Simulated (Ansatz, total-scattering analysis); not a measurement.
## Isotope substitution on Se in amorphous 40GeSe2-60Se (mol %)

Two samples of amorphous 40GeSe2-60Se (mol %) (Ge 22.4, Se 77.6 atom %; 300 K, fixed volume (mean pressure 0.9 GPa); ρ₀ = 0.0329 Å⁻³) differ only in the isotope of Se: 76Se (b = 12.2 fm) and 82Se (b = 6.34 fm). Other lengths: Ge 8.185 fm. The data are simulated by ab initio molecular dynamics with Ansatz (PBE, plane waves, PAW set soft_1, Langevin thermostat, no spin, fixed volume). The average runs over 2.97 ps of 67 atoms, so shells between rare elements are rough. Mean temperature 304 K, largest m.s.d. 0.36 Å², energy drift -2 meV an atom (last third less first, no steady trend), Langevin friction 10 ps⁻¹; the first quarter of the run is discarded. Preparation: atoms packed at random with minimum distances, then 2.4 ps at 1400 K, 2.2 ps at 870 K and 2.1 ps at 460 K with a cheaper basis and a friction of 10 ps⁻¹ (mean temperature of the first stage 1342 K), too short to forget the start in full. So short a stretch relaxes bonds and nearest shells but still remembers its start. It is rigid on the time of the run. A cell quenched within picoseconds keeps more over- and under-coordinated atoms than a real glass or film, so this is a model of such a quench. The partials come from the cell's reciprocal vectors below 4 Å⁻¹ and from g(r) above; absorption, incoherent and inelastic scattering are left out. F(Q) = Σ ci cj bi bj (Sij − 1), in barn per steradian and atom:

```csv
Q (Å⁻¹),76Se,82Se,difference
0.6,-1.134,-0.355,-0.779
0.9,-1.035,-0.331,-0.705
1.2,-0.807,-0.260,-0.547
1.5,-0.617,-0.237,-0.380
1.8,-0.249,-0.122,-0.127
2.1,0.226,0.029,0.197
2.4,0.111,0.061,0.050
2.7,-0.164,-0.028,-0.136
3.0,-0.093,-0.020,-0.074
3.3,0.194,0.079,0.116
3.6,0.420,0.144,0.276
3.9,0.135,0.030,0.105
4.2,-0.249,-0.092,-0.157
4.5,-0.340,-0.118,-0.222
4.8,-0.198,-0.075,-0.123
5.1,0.000,0.001,0.000
5.4,0.184,0.074,0.109
5.7,0.223,0.085,0.138
6.0,0.076,0.028,0.047
6.3,-0.035,-0.014,-0.021
6.6,-0.041,-0.020,-0.022
6.9,-0.075,-0.034,-0.041
7.2,-0.097,-0.039,-0.057
7.5,-0.051,-0.015,-0.036
7.8,0.005,0.010,-0.005
8.1,0.058,0.025,0.033
8.4,0.097,0.035,0.062
8.7,0.075,0.026,0.050
9.0,0.000,-0.003,0.004
9.3,-0.062,-0.027,-0.035
9.6,-0.072,-0.029,-0.044
9.9,-0.048,-0.016,-0.032
10.2,-0.010,0.000,-0.010
10.5,0.030,0.014,0.016
10.8,0.047,0.019,0.028
```

The first difference in real space, ΔG(r), in barn (from the pair functions, so without the broadening of a finite Q range):

```
r (Å)  first difference G(r)
 1.70                 -0.808
 1.78                 -0.808
 1.86                 -0.808
 1.94                 -0.808
 2.02                 -0.808
 2.10                 -0.808
 2.18                 -0.794
 2.26                 -0.249
 2.34                  1.293
 2.42                  1.840
 2.50                  0.963
 2.58                  0.076
 2.66                 -0.328
 2.74                 -0.566
 2.82                 -0.623
 2.90                 -0.628
 2.98                 -0.595
 3.06                 -0.514
 3.14                 -0.449
 3.22                 -0.295
 3.30                 -0.179
 3.38                 -0.065
 3.46                  0.086
 3.54                  0.296
 3.62                  0.453
 3.70                  0.647
 3.78                  0.718
 3.86                  0.655
 3.94                  0.563
 4.02                  0.363
 4.10                  0.204
 4.18                  0.042
 4.26                  0.012
 4.34                 -0.098
 4.42                 -0.144
 4.50                 -0.192
 4.58                 -0.166
 4.66                 -0.139
 4.74                 -0.163
 4.82                 -0.159
 4.90                 -0.195
```

Q: What does the difference say of the neighbours of Se?

Pairs without Se cancel. ΔG(r) = Σ W [g(r) − 1] with W = 2 c(Se) c(j) b(j) Δb, and c(Se)² (b₁² − b₂²) for Se–Se: Se–Ge 0.1667, Se–Se 0.6544 barn. At small r, ΔG → −ΣW = -0.821; in this finite cell the Se–Se term carries (N − 1)/N with N = 52 atoms of Se, which gives -0.808.

The first feature holds Se–Se (2.38 Å, 1.2 neighbours by the coordinates) and Ge–Se (2.45 Å, 1.0 neighbours by the coordinates) together, so its area gives only their weighted sum.

Shells of Se from the coordinates: Se–Se at 2.38 Å, 1.2 neighbours to 2.80 Å; Ge–Se at 2.45 Å, 1.0 neighbours to 3.00 Å (first peaks with a usable minimum only).

[Logs are printed without paths, hosts, clocks, repeated set-up lines and the standing remarks that a program may print on its own settings, such as how far it seeks lower states.]
